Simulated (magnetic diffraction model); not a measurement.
# Magnetic neutron pattern of CdCoCl₂F₂

Space group Cmc2_1 (no. 36), a = 4.6210 Å, b = 15.9260 Å, c = 6.3490 Å.

```csv
site,atom,x,y,z
4a,Cd,0,0.8504,0.4642
4a,Co,1/2,0.9123,0.9974
4a,Cl,1/2,0.9727,0.3249
4a,Cl,0,0.6658,0.2388
4a,F,1/2,0.5774,0.5070
4a,F,0,0.7001,0.7122
```

The compound is invented for this exercise: a known structure type with other elements, its cell scaled to their sizes and not relaxed.

Only Co is taken to order (form factors of Co2+); orders and moment sizes are assumed, and not adapted to the symmetry. Radiation: neutrons of λ = 2.52 Å (absorption by Cd left out), 8° to 60°; isotropic B of 0.2 Å² (Cd), 0.23 Å² (Co), 0.25 Å² (Cl) and 0.31 Å² (F). Simulated constant-wavelength pattern: nuclear and magnetic terms add, the magnetic one as |2.695 fm × Σ f S⊥ exp(2πi Q·r) exp(−B s²)|², summed over all Q at one angle with the factor 1/(sin²θ cos θ). For collinear order S is the moment m, which repeats by lattice and centring translations R with the sign exp(−2πi k·R). Free-ion form factors, Sears's scattering lengths of 1992, no absorption; a label names one of the reflections at its angle. The strongest nuclear line in the range is 100, and lines under 0.2 are left out.

Assume the order k = (0 0 0), collinear moments along [101], 2.89 μB on Co; signs + at (1/2, 0.9123, 0.9974), + at (0, 0.5877, 0.4974).

Predict the pattern, nuclear and magnetic parts apart.

| 2θ (°) | index | nuclear | magnetic |
| --- | --- | --- | --- |
| 18.21 | (0 2 0) | 4.3 | 7.5 |
| 29.41 | (0 2 1) | 1.2 | 12.4 |
| 32.99 | (1 1 0) | 43.5 | 9.9 |
| 36.90 | (0 4 0) | 1.8 | 2.7 |
| 40.53 | (1 1 1) | 7.2 | 3.9 |
| 42.38 | (1 3 0) | 1.1 | 0.1 |
| 43.87 | (0 4 1) | 26.1 | 5.4 |
| 46.77 | (0 0 2) | 9.8 | 1.5 |
| 48.71 | (1 3 1) | 8.5 | 10.8 |
| 50.59 | (0 2 2) | 23.8 | 0.6 |
| 56.68 | (0 6 0) | 11.8 | 2.6 |
| 57.43 | (1 5 0) | 53.4 | 3.9 |
| 58.42 | (1 1 2) | 100.0 | 3.2 |

The strongest magnetic line in the range is (0 2 1) at 29.41° (12.4). On top of the Lorentz factor, which all lines share, magnetic lines fade with angle because f falls: for Co2+ it is 0.91, 0.71, 0.49 and 0.18 at sin θ/λ = 0.1, 0.2, 0.3 and 0.5 Å⁻¹, while nuclear lengths stay constant. The net moment is 5.78 μB a primitive cell.

[Logs are printed without paths, hosts, clocks, repeated set-up lines and the standing remarks that a program may print on its own settings, such as how far it seeks lower states.]
